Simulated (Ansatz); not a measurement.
# What went wrong? random wurtzite alloy of AlN and GaN (72 atoms)

Program: Ansatz 0.2.0. The cell: 22 Ga, 36 N and 14 Al.

The input, input.yaml:

```yaml
crystal:
  lattice:
    - [9.4773, 0.0, 0.0]
    - [-4.73865, 8.20758, 0.0]
    - [0.0, 0.0, 10.2122]
  atoms:
    - { symbol: Ga, position: [0.00175, 0.0021, 0.00106] }
    - { symbol: "N", position: [0.11097, 0.22509, 0.06092] }
    - { symbol: Al, position: [0.11106, 0.22216, 0.24813] }
    - { symbol: "N", position: [0.99677, 0.00157, 0.3094] }
    - { symbol: Ga, position: [0.00144, 0.0016, 0.49913] }
    - { symbol: "N", position: [0.1095, 0.22444, 0.56094] }
    - { symbol: Al, position: [0.11062, 0.22396, 0.74725] }
    - { symbol: "N", position: [0.00298, 0.00471, 0.8096] }
    - { symbol: Ga, position: [0.99935, 0.33637, 0.00044] }
    - { symbol: "N", position: [0.1048, 0.55229, 0.06073] }
    - { symbol: Ga, position: [0.10873, 0.55464, 0.24851] }
    - { symbol: "N", position: [0.99881, 0.33456, 0.31128] }
    - { symbol: Ga, position: [0.00175, 0.33775, 0.49647] }
    - { symbol: "N", position: [0.11028, 0.55478, 0.56166] }
    - { symbol: Al, position: [0.10681, 0.55213, 0.74993] }
    - { symbol: "N", position: [0.99953, 0.33497, 0.80983] }
    - { symbol: Ga, position: [0.99628, 0.66498, 0.99736] }
    - { symbol: "N", position: [0.11083, 0.88759, 0.05884] }
    [... 48 atom lines left out ...]
    - { symbol: Ga, position: [0.77633, 0.88646, 0.24942] }
    - { symbol: "N", position: [0.66814, 0.66565, 0.31033] }
    - { symbol: Al, position: [0.66676, 0.66092, 0.50285] }
    - { symbol: "N", position: [0.78006, 0.88809, 0.55681] }
    - { symbol: Ga, position: [0.77718, 0.88965, 0.74875] }
    - { symbol: "N", position: [0.66422, 0.66569, 0.81059] }
kpoints:
  mp_grid: { grid: [1, 1, 1] }
hamiltonian:
  xc: pbe
scf:
  occupations: { method: gaussian, width: 0.025 }
  eigensolver: { kind: { support_functions: { accuracy: medium, radius: 2.97 } } }
  max_iter: 150
output:
  forces: true
  eigenvalues: true
```

Launch:

```sh
$ ansatz run input.yaml --threads 4 --pin off --max-ram 8192MiB --backend cpu --events-out ev --progress --plain --runs-dir out
```

The program printed:

```text
Warning: scf.eigensolver.kind.support_functions: disabling space-group detection — the functions' gradient is summed over unrotated k-points, so no spatial operation reduces the k-mesh or symmetrises the density; time reversal is kept, so that k and −k are solved as one point where they differ and the mesh holds both, and exact exchange and, on two spinor components, a DFT+U term hold to it where the run has them: [...]
settings of this run that can trade accuracy for cost: scf.eigensolver.kind.support_functions [...]
Engine: ansatz 0.2.0, aarch64-unknown-linux-gnu
Pseudopotentials: kind: paw
Pseudopotential: Ga, paw, valence charge 13, recommended cutoff 420 eV (normal), Ga.paw.azcp
Pseudopotential: N, paw, valence charge 5, recommended cutoff 420 eV (normal), N.paw.azcp
Pseudopotential: Al, paw, valence charge 3, recommended cutoff 420 eV (normal), Al.paw.azcp
[... 5 lines on functional and potentials left out ...]
Error: SCF: the radius of support functions is under 3.33 Å, the least for these sites at the functions' level (scf.eigensolver.kind.support_functions.accuracy). Use scf.eigensolver.kind: auto, or type scf.eigensolver.kind.support_functions.radius at least as long, [...]
```

The job ended after 3 s (4 threads of Arm Neoverse V1, shared host; peak memory 0.24 GiB).

Q: Name the fault and the fix.

A radius under the least that the level allows: support_functions.radius = 2.97.

The fix is to use a longer radius.

The run ended with an error.

[Logs are printed without paths, hosts, clocks, repeated set-up lines and the standing remarks that a program may print on its own settings, such as how far it seeks lower states.]

[Hosts, paths, dates, database ids (printed as entryN), source tags and the programs' standing remarks are cut or masked in the printed files.]
